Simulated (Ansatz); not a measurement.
# The perfect C wire along [111], 14 atoms a period, H-terminated

Wanted: the relaxed geometry and the bands of the C wire along [111], 14 atoms a period, H-terminated.

Method: DFT PBE, plane waves, PAW; relaxation of a wire's period; PAW set soft_1, in the first sound run; inputs show where later runs differ, in Ansatz 0.2.0.

**1. The starting structure**

The cell holds 32 atoms: 14 C and 18 H. Cell: a = 11.153 Å, b = 11.827 Å, c = 6.183 Å, α = 90.0°, β = 90.0°, γ = 90.0°. Vacuum lies along a and b. The structure's axis is c.

**2. Relaxing the period**

Band widths follow the bond lengths, so the wire is relaxed first. The atoms and the third cell vector are free; the box across stays fixed as vacuum. A Fermi-Dirac smearing is set since the result may be a metal. The pressure printed is a third of the stress's trace over the whole box, vacuum included; only the stress along the axis is relaxed.

input.yaml reads:

```yaml
crystal:
  lattice:
    - [11.153, 0.0, 0.0]
    - [0.0, 11.827, 0.0]
    - [0.0, 0.0, 6.183421383]
  atoms:
    - { symbol: C, position: [0.386844452, 0.438375693, 0.0] }
    - { symbol: C, position: [0.613184558, 0.438375693, 0.0] }
    - { symbol: C, position: [0.386844452, 0.438375693, 0.25] }
    - { symbol: C, position: [0.500014505, 0.623221351, 0.25] }
    - { symbol: C, position: [0.613184558, 0.438375693, 0.25] }
    - { symbol: H, position: [0.304850713, 0.606247466, 0.272956835] }
    - { symbol: H, position: [0.500014505, 0.287477805, 0.272956835] }
    - { symbol: H, position: [0.695178297, 0.606247466, 0.272956835] }
    - { symbol: H, position: [0.304850713, 0.393734359, 0.310376499] }
    - { symbol: H, position: [0.500014505, 0.71250402, 0.310376499] }
    - { symbol: H, position: [0.695178297, 0.393734359, 0.310376499] }
    - { symbol: C, position: [0.386844452, 0.561606132, 0.333333333] }
    - { symbol: C, position: [0.500014505, 0.376760474, 0.333333333] }
    - { symbol: C, position: [0.613184558, 0.561606132, 0.333333333] }
    - { symbol: C, position: [0.386844452, 0.561606132, 0.583333333] }
    - { symbol: C, position: [0.500014505, 0.376760474, 0.583333333] }
    - { symbol: C, position: [0.613184558, 0.561606132, 0.583333333] }
    - { symbol: H, position: [0.304850713, 0.516964797, 0.643709832] }
    - { symbol: H, position: [0.386844452, 0.650888801, 0.643709832] }
    - { symbol: H, position: [0.418020766, 0.33211914, 0.643709832] }
    - { symbol: H, position: [0.582008244, 0.33211914, 0.643709832] }
    - { symbol: H, position: [0.613184558, 0.650888801, 0.643709832] }
    - { symbol: H, position: [0.695178297, 0.516964797, 0.643709832] }
    - { symbol: C, position: [0.500014505, 0.499990913, 0.666666667] }
    - { symbol: C, position: [0.500014505, 0.499990913, 0.916666667] }
    - { symbol: H, position: [0.304850713, 0.483017028, 0.939623501] }
    - { symbol: H, position: [0.386844452, 0.349093024, 0.939623501] }
    - { symbol: H, position: [0.418020766, 0.667862686, 0.939623501] }
    - { symbol: H, position: [0.582008244, 0.667862686, 0.939623501] }
    - { symbol: H, position: [0.613184558, 0.349093024, 0.939623501] }
    - { symbol: H, position: [0.695178297, 0.483017028, 0.939623501] }
    - { symbol: C, position: [0.500014505, 0.623221351, 0.0] }
kpoints:
  mp_grid: { grid: [1, 1, 13] }
scf:
  occupations: { method: fermi_dirac, width: 0.05 }
hamiltonian:
  xc: pbe
  pseudopotentials: { kind: paw, azcp: { folder: soft_1 } }
relax:
  cell: { fix: [a, b, alpha, beta, gamma] }
  max_steps: 45
  f_tol: 0.03
```

On the command line:

```bash
> ansatz run input.yaml --threads 4 --pin off --max-ram 16384MiB --backend cpu --events-out ev --progress --plain --runs-dir out
```

Numbers of over 12 decimals in the logs are rounded to 6 here.

The program printed:

```text
Engine: ansatz 0.2.0, x86_64-unknown-linux-gnu
Pseudopotentials: kind: paw
Pseudopotential: C, paw, valence charge 4, recommended cutoff 420 eV (normal), soft_1/C.paw.azcp
Pseudopotential: H, paw, valence charge 1, recommended cutoff 420 eV (normal), soft_1/H.paw.azcp
Functional definition: PBE
  parameter kappa = 0.804
  parameter beta = 0.066725
  exchange = pbe_x(kappa = kappa, mu = beta*pi^2/3)
  correlation = pbe_c(beta = beta)
Crystal: 32 atoms, lattice volume = 815.634 Å³
Basis set: ecut = 420 eV, 15943 PW (Γ), exchange–correlation on 150×160×90 points (8 copies of the dense FFT grid, shifted against one another)
Bands: 69, of which v1, the nominal top of the filled ones, is band 37 counted from 1 (36 counted from 0)
Symmetry: 4 space group operations
Space group: P2/m (ITA 10), of the structure as read, at distance tolerance 9.3e-5 Å
k-points: 7 of 13
Non-local potential: C, projectors of the file, l = 0: 2, l = 1: 2, l = 2: 1
Non-local potential: H, projectors of the file, l = 0: 2, l = 1: 1
PAW form: soft (Blöchl's): semilocal exchange-correlation on the pseudo side does not see the compensation charge
PAW one-centre angular grid: C, 110 points (default); XC on 64 Gauss nodes
PAW one-centre angular grid: H, 110 points (default); XC on 64 Gauss nodes
Initial density: superposition of atomic densities (neutral atoms: chi_scale 0, normalization atom)
Initial wavefunctions: pseudopotential atomic-orbital guess
Functional: x = pbe(κ = 0.804, μ = 0.219515), c = pbe(β = 0.066725)
SCF iter   1: F=—  HF=-3817.142929 eV  |F-HF|=—  |Δ(HF+E_count)|=         —  Δρ=6.60e-2  dr2=4.37e1  ethr=3.10e-3  ⟨swp⟩=8.7  Hψ=2735  notcnv=0  defer=37
preconditioner: auto → Resta (q_TF=auto, 1.829 Å⁻¹)  ε∞=1.4  [insulator: Δε(μ)=8.661 eV  Ē_g=16.770 eV  σ=0.050 eV  W_gap=1.00  n_scr=78 (ndim 8)  ℏωp=11.2 eV  f_vac=0.640  D(μ)=0.00/eV (n_scr^D=0)  ε∞_Penn≈1.4  vacuum switching on, ρ_ref=2.0e-2 e/Å³]
SCF iter   2: F=—  HF=-3803.386052 eV  |F-HF|=—  |Δ(HF+E_count)|=    1.38e1  Δρ=2.99e-2  dr2=4.61e0  ethr=3.10e-3  ⟨swp⟩=4.0  Hψ=1061  notcnv=0  defer=182
SCF iter   3: F=—  HF=-3802.182437 eV  |F-HF|=—  |Δ(HF+E_count)|=    1.20e0  Δρ=1.03e-2  dr2=6.46e-1  ethr=3.10e-3  ⟨swp⟩=2.0  Hψ=631  notcnv=0  defer=182
SCF iter   4: F=—  HF=-3802.031592 eV  |F-HF|=—  |Δ(HF+E_count)|=   1.51e-1  Δρ=1.70e-3  dr2=2.48e-2  ethr=8.73e-4  ⟨swp⟩=3.4  Hψ=743  notcnv=0  defer=184
SCF iter   5: F=—  HF=-3802.029406 eV  |F-HF|=—  |Δ(HF+E_count)|=   2.19e-3  Δρ=5.50e-4  dr2=1.93e-3  ethr=3.35e-5  ⟨swp⟩=2.1  Hψ=551  notcnv=0  defer=184
SCF iter   6: F=—  HF=-3802.029647 eV  |F-HF|=—  |Δ(HF+E_count)|=   2.40e-4  Δρ=1.78e-4  dr2=1.05e-4  ethr=2.61e-6  ⟨swp⟩=2.0  Hψ=539  notcnv=0  defer=184
SCF iter   7: F=—  HF=-3802.029812 eV  |F-HF|=—  |Δ(HF+E_count)|=   1.65e-4  Δρ=2.39e-5  dr2=4.06e-6  ethr=1.41e-7  ⟨swp⟩=2.0  Hψ=558  notcnv=0  defer=184
SCF iter   8: F=—  HF=-3802.029693 eV  |F-HF|=—  |Δ(HF+E_count)|=   1.19e-4  Δρ=3.70e-6  dr2=1.21e-7  ethr=5.49e-9  ⟨swp⟩=2.0  Hψ=702  notcnv=0  defer=184
SCF iter   9: F=-3802.029693 eV  HF=-3802.029693 eV  |F-HF|=4.98e-8  |Δ(HF+E_count)|=   7.25e-8  Δρ=2.23e-6  dr2=6.12e-8  ethr=1.35e-10  ⟨swp⟩=5.0  Hψ=1388  notcnv=0
SCF 1 converged in 9 iterations: F = -3802.029693 eV  dr2 = 6.12e-8
  greatest PAW one-centre occupation: 0.651 electrons in one spin orbital (limit 2), on the C atom at site 31 (counted from 0), in its partial waves of l = 0
relax step   1: F+E_penalty+E_count = -3802.02969319 eV  Δ(F+E_penalty+E_count) = +0.000e0 eV  max|allowed force component| = 6.348e-1 eV/Å  Δτ_max = 0.0000 Å  P = -0.591 GPa  Ω = 815.634 Å³  fix = [a, b, alpha, beta, gamma]  reactions: a -1.423, b -1.427 GPa; alpha -0.001 GPa/rad  (9 SCF iters, dr2 threshold 1.00e-7 eV, accepted)
Crystal: 32 atoms, lattice volume = 850.311 Å³
Basis set: ecut = 420 eV, 16627 PW (Γ), exchange–correlation on 150×160×90 points (8 copies of the dense FFT grid, shifted against one another)
Initial density: handed on by an earlier stage of this run
Initial wavefunctions: those handed on with the density
iter 1 solved again at ethr=9.74e-4 eV; its pass at ethr=3.10e-3 eV (dr2=7.21e-1 eV) is discarded
SCF iter   1: F=—  HF=-3802.445260 eV  |F-HF|=—  |Δ(HF+E_count)|=         —  Δρ=1.22e-2  dr2=7.31e-1  ethr=9.74e-4  ⟨swp⟩=6.6  Hψ=2747  notcnv=0
preconditioner: auto → Resta (q_TF=auto, 1.816 Å⁻¹)  ε∞=1.6  [insulator: Δε(μ)=4.900 eV  Ē_g=13.926 eV  σ=0.050 eV  W_gap=1.00  n_scr=78 (ndim 8)  ℏωp=11.0 eV  f_vac=0.713  D(μ)=0.00/eV (n_scr^D=0)  ε∞_Penn≈1.6  vacuum switching on, ρ_ref=1.4e-2 e/Å³]
SCF iter   2: F=—  HF=-3802.325522 eV  |F-HF|=—  |Δ(HF+E_count)|=   1.20e-1  Δρ=5.39e-3  dr2=1.09e-1  ethr=9.74e-4  ⟨swp⟩=2.6  Hψ=821  notcnv=0  defer=98
SCF iter   3: F=—  HF=-3802.326971 eV  |F-HF|=—  |Δ(HF+E_count)|=   1.45e-3  Δρ=2.12e-3  dr2=1.75e-2  ethr=1.48e-4  ⟨swp⟩=2.1  Hψ=699  notcnv=0  defer=151
SCF iter   4: F=—  HF=-3802.328339 eV  |F-HF|=—  |Δ(HF+E_count)|=   1.37e-3  Δρ=2.67e-4  dr2=3.49e-4  ethr=2.37e-5  ⟨swp⟩=2.1  Hψ=555  notcnv=0  defer=154
SCF iter   5: F=—  HF=-3802.328411 eV  |F-HF|=—  |Δ(HF+E_count)|=   7.20e-5  Δρ=4.66e-5  dr2=1.87e-5  ethr=4.71e-7  ⟨swp⟩=2.1  Hψ=644  notcnv=0  defer=154
SCF iter   6: F=-3802.328415 eV  HF=-3802.328417 eV  |F-HF|=1.25e-6  |Δ(HF+E_count)|=   5.15e-6  Δρ=1.61e-5  dr2=2.74e-6  ethr=4.32e-9  ⟨swp⟩=5.0  Hψ=1486  notcnv=0
SCF 2 converged in 6 iterations: F = -3802.328415 eV  dr2 = 2.74e-6
  greatest PAW one-centre occupation: 0.652 electrons in one spin orbital (limit 2), on the C atom at site 31 (counted from 0), in its partial waves of l = 0
relax step   2: F+E_penalty+E_count = -3802.32841527 eV  Δ(F+E_penalty+E_count) = -2.987e-1 eV  max|allowed force component| = 1.001e0 eV/Å  Δτ_max = 0.1153 Å  P = -0.286 GPa  Ω = 850.311 Å³  energy of the carried Pulay correction = -1.948e-2 eV  fix = [a, b, alpha, beta, gamma]  reactions: a -0.086, b -0.089 GPa; alpha -0.000 GPa/rad  (6 SCF iters, dr2 threshold 3.20e-6 eV, accepted)
Crystal: 32 atoms, lattice volume = 840.298 Å³
Basis set: ecut = 420 eV, 16431 PW (Γ), exchange–correlation on 150×160×90 points (8 copies of the dense FFT grid, shifted against one another)
iter 1 solved again at ethr=8.67e-5 eV; its pass at ethr=3.10e-3 eV (dr2=6.41e-2 eV) is discarded
SCF iter   1: F=—  HF=-3802.440093 eV  |F-HF|=—  |Δ(HF+E_count)|=         —  Δρ=3.84e-3  dr2=6.55e-2  ethr=8.67e-5  ⟨swp⟩=5.1  Hψ=2151  notcnv=0
[...]
iter 1 solved again at ethr=6.82e-7 eV; its pass at ethr=3.10e-3 eV (dr2=5.04e-4 eV) is discarded
SCF iter   1: F=—  HF=-3802.450788 eV  |F-HF|=—  |Δ(HF+E_count)|=         —  Δρ=2.86e-5  dr2=2.04e-7  ethr=6.82e-7  ⟨swp⟩=9.4  Hψ=4687  notcnv=0  defer=13
eigensolver tolerance schedule: the retry pair's looser diagonalisation over-reported the residual by 2466.80 of it (diagonalisation noise at 1.19 of the residual, at the tolerance the schedule requests for it); recorded, not acted on — ethr = c·dr2/N_el stays at c = 1.0e-1
preconditioner: auto → Resta (q_TF=auto, 1.820 Å⁻¹)  ε∞=1.6  [insulator: Δε(μ)=4.766 eV  Ē_g=13.968 eV  σ=0.050 eV  W_gap=1.00  n_scr=78 (ndim 8)  ℏωp=11.0 eV  f_vac=0.704  D(μ)=0.00/eV (n_scr^D=0)  ε∞_Penn≈1.6  vacuum switching on, ρ_ref=1.4e-2 e/Å³]
SCF iter   2: F=—  HF=-3802.451576 eV  |F-HF|=—  |Δ(HF+E_count)|=   7.88e-4  Δρ=1.44e-5  dr2=7.08e-8  ethr=2.76e-10  ⟨swp⟩=3.0  Hψ=1120  notcnv=0  defer=8
SCF iter   3: F=—  HF=-3802.451937 eV  |F-HF|=—  |Δ(HF+E_count)|=   3.61e-4  Δρ=6.27e-6  dr2=8.54e-9  ethr=9.57e-11  ⟨swp⟩=3.1  Hψ=673  notcnv=0  defer=8
SCF iter   4: F=—  HF=-3802.452085 eV  |F-HF|=—  |Δ(HF+E_count)|=   1.48e-4  Δρ=5.42e-7  dr2=9.30e-10  ethr=1.15e-11  ⟨swp⟩=3.1  Hψ=762  notcnv=0  defer=8
SCF iter   5: F=-3802.452087 eV  HF=-3802.452087 eV  |F-HF|=9.63e-8  |Δ(HF+E_count)|=   2.39e-6  Δρ=1.06e-7  dr2=1.15e-10  ethr=1.00e-12  ⟨swp⟩=5.6  Hψ=1416  notcnv=0
SCF 8 converged in 5 iterations: F = -3802.452087 eV  dr2 = 1.15e-10
relax step   8: F+E_penalty+E_count = -3802.45208704 eV  Δ(F+E_penalty+E_count) = -4.010e-4 eV  max|allowed force component| = 4.645e-3 eV/Å  Δτ_max = 0.0000 Å  P = +0.004 GPa  Ω = 839.159 Å³  fix = [a, b, alpha, beta, gamma]  reactions: a +0.003, b +0.001 GPa; alpha -0.000 GPa/rad  stress off target by 6.83e-3 GPa on what of the cell is left free  SCF on the basis re-selected at this cell (its energy is not comparable with the rows above)  (5 SCF iters)
basis re-selected at this cell: Δ(F+E_penalty+E_count) = -4.010e-4 eV, ΔP = +0.000 GPa vs the last step (what re-selecting the basis moved, of the pressure what is left beyond the Pulay correction that the steps carried, after the strain that the cell walked since its last selection, with what the two solves' SCF thresholds leave and, on support functions, any second-order correction that the steps lacked; it is no m [...]
SCF converged after 5 iterations
Free energy (F): -3802.452087 eV
Harris-Foulkes:  -3802.452087 eV  (|F-HF|=9.63e-8)
Internal energy: -3802.452087 eV  (E = F + TS)
E sigma→0 (E₀):  -3802.452087 eV
Fermi energy:    -1.571601 eV
--- Per-component energies (eV) ---
  E_band       = -717.843676
  E_kinetic    = 1497.881617
  E_local      = -15918.365853  (includes V_loc(G=0)·N_el)
  E_nonlocal   = 333.326545
  E_hartree    = 7260.090087
  E_xc         = -825.789455
  E_vxc        = -1027.285163  (∫ρ·V_xc dr)
  E_paw        = -1412.071516  (= ΣΔE_a)
  E_vpaw       = -123.561903  (= ΣTr[D̂ρ^β])
  E_aug_tail   = -0.019521  (compensation charges beyond the density's cutoff)
  E_ewald      = 5262.496009
  E_smearing   = -0.000000  (= −TS)
  E_closure    = 0.000000  (closes the sum)
  Σ components = -3802.452087   (vs F -3802.452087, Δ=0.00e0)
--- Forces (eV/Å), atoms counted from 1 ---
  atom   1  C      0.00208177     0.00119114    -0.00464536
  atom   2  C     -0.00208177     0.00119114    -0.00464536
  atom   3  C     -0.00086540    -0.00053474     0.00427843
  atom   4  C     -0.00000000     0.00101791     0.00428775
  atom   5  C      0.00086540    -0.00053474     0.00427843
  atom   6  H     -0.00046030     0.00027206     0.00092563
  atom   7  H      0.00000000    -0.00051700     0.00094243
  atom   8  H      0.00046030     0.00027206     0.00092563
  atom   9  H     -0.00046030    -0.00027206    -0.00092563
  atom  10  H      0.00000000     0.00051700    -0.00094243
  atom  11  H      0.00046030    -0.00027206    -0.00092563
  atom  12  C     -0.00086540     0.00053474    -0.00427843
  atom  13  C     -0.00000000    -0.00101791    -0.00428775
  atom  14  C      0.00086540     0.00053474    -0.00427843
  atom  15  C      0.00208177    -0.00119114     0.00464536
  atom  16  C      0.00000000     0.00240264     0.00463688
  atom  17  C     -0.00208177    -0.00119114     0.00464536
  atom  18  H     -0.00016644     0.00015853    -0.00070683
  atom  19  H     -0.00022631     0.00005282    -0.00072376
  atom  20  H      0.00005450    -0.00023390    -0.00070428
  atom  21  H     -0.00005450    -0.00023390    -0.00070428
  atom  22  H      0.00022631     0.00005282    -0.00072376
  atom  23  H      0.00016644     0.00015853    -0.00070683
  atom  24  C      0.00000000     0.00001823    -0.00139521
  atom  25  C     -0.00000000    -0.00001823     0.00139521
  atom  26  H     -0.00016644    -0.00015853     0.00070683
  atom  27  H     -0.00022631    -0.00005282     0.00072376
  atom  28  H      0.00005450     0.00023390     0.00070428
  atom  29  H     -0.00005450     0.00023390     0.00070428
  atom  30  H      0.00022631    -0.00005282     0.00072376
  atom  31  H      0.00016644    -0.00015853     0.00070683
  atom  32  C      0.00000000    -0.00240264    -0.00463688
  max |Σ_I F_I| component: 8.67e-19 eV/Å
--- Stress (GPa, compression-positive) ---
        0.002806       0.000000       0.000000
        0.000000       0.001368       0.000179
        0.000000       0.000181       0.006829
  P = ⅓ Tr σ = 0.0037 GPa (0.037 kbar)
--- Relaxed structure (6 steps of the walk, 6 accepted, 2 SCFs on fresh bases) ---
  F+E_penalty+E_count = -3802.45208704 eV   max|allowed force component| = 4.645e-3 eV/Å   (the final SCF, on the basis selected at the relaxed cell)
  cell:  # Å, volume = 839.1587 Å³
    - [11.153, 0.0, 0.0]
    - [0.0, 11.827, 0]
    - [0.0, 0, 6.361768]
  atoms:
    - { symbol: C, position: [0.388254, 0.439155, 0.00705008] }
    - { symbol: C, position: [0.611775, 0.439155, 0.00705008] }
    - { symbol: C, position: [0.388334, 0.439194, 0.248394] }
    - { symbol: C, position: [0.500014505, 0.621608, 0.248401] }
    - { symbol: C, position: [0.611695, 0.439194, 0.248394] }
    - { symbol: H, position: [0.307210, 0.604964, 0.278673] }
    - { symbol: H, position: [0.500014505, 0.290057, 0.278667] }
    - { symbol: H, position: [0.692819, 0.604964, 0.278673] }
    - { symbol: H, position: [0.307210, 0.395036, 0.304660] }
    - { symbol: H, position: [0.500014505, 0.709943, 0.304667] }
    - { symbol: H, position: [0.692819, 0.395036, 0.304660] }
    - { symbol: C, position: [0.388334, 0.560806, 0.334939] }
    - { symbol: C, position: [0.500014505, 0.378392, 0.334932] }
    - { symbol: C, position: [0.611695, 0.560806, 0.334939] }
    - { symbol: C, position: [0.388254, 0.560845, 0.576283] }
    - { symbol: C, position: [0.500014505, 0.378307, 0.576280] }
    - { symbol: C, position: [0.611775, 0.560845, 0.576283] }
    - { symbol: H, position: [0.305779, 0.519440, 0.632052] }
    - { symbol: H, position: [0.385035, 0.648902, 0.632064] }
    - { symbol: H, position: [0.420754, 0.331651, 0.632055] }
    - { symbol: H, position: [0.579275, 0.331651, 0.632055] }
    - { symbol: H, position: [0.614994, 0.648902, 0.632064] }
    - { symbol: H, position: [0.694250, 0.519440, 0.632052] }
    - { symbol: C, position: [0.500014505, 0.500001, 0.666791] }
    - { symbol: C, position: [0.500014505, 0.499999, 0.916542] }
    - { symbol: H, position: [0.305779, 0.480560, 0.951281] }
    - { symbol: H, position: [0.385035, 0.351098, 0.951270] }
    - { symbol: H, position: [0.420754, 0.668349, 0.951278] }
    - { symbol: H, position: [0.579275, 0.668349, 0.951278] }
    - { symbol: H, position: [0.614994, 0.351098, 0.951270] }
    - { symbol: H, position: [0.694250, 0.480560, 0.951281] }
    - { symbol: C, position: [0.500014505, 0.621693, 0.00705375] }
```

Wall time 46 s (4 threads of AMD EPYC 7R13 (Zen 3), shared host); peak memory 1.7 GiB; 2.5 min of CPU time.

Step by step:

```csv
step,energy less that of the first step (eV),largest force component (eV/Å),pressure (GPa),volume (Å³)
1,0.0000,0.6348,-0.59,815.63
2,-0.2987,1.0010,-0.29,850.31
3,-0.3992,0.2724,-0.18,840.30
4,-0.4042,0.1298,-0.07,838.63
5,-0.4050,0.0272,-0.01,838.56
6*,-0.4221,0.0279,0.02,838.56
7,-0.4220,0.0046,0.00,839.16
8*,-0.4224,0.0046,0.00,839.16
```

Relaxation steps marked * repeat the geometry before them on a plane-wave basis chosen anew for their cell, so energy and pressure can jump there.

The run keeps the 4 symmetry operations that it works with, so distortions that break them were not tested.

```
cell as run  before  after  change
      c (Å)   6.183  6.362  +2.9 %
```

The atoms that moved most (Å, along periodic axes as changes of fractional coordinates times the final cell, across vacuum about the mean position):

| atom | dx | dy | dz | length |
| --- | --- | --- | --- | --- |
| H29 | -0.030 | 0.006 | 0.074 | 0.080 |
| H28 | 0.030 | 0.006 | 0.074 | 0.080 |
| H21 | -0.030 | -0.006 | -0.074 | 0.080 |
| H20 | 0.030 | -0.006 | -0.074 | 0.080 |
| H31 | -0.010 | -0.029 | 0.074 | 0.080 |
| H26 | 0.010 | -0.029 | 0.074 | 0.080 |
| H23 | -0.010 | 0.029 | -0.074 | 0.080 |
| H18 | 0.010 | 0.029 | -0.074 | 0.080 |

This step gave:

```
cell length along the wire : 6.362 Å
```

The cell's length comes to 6.362 Å with spin left out.

(Part 1 of 2 ends here.)

[Logs are printed without paths, hosts, clocks, repeated set-up lines and the standing remarks that a program may print on its own settings, such as how far it seeks lower states.]

[Hosts, paths, dates, database ids (printed as entryN), source tags and the programs' standing remarks are cut or masked in the printed files.]
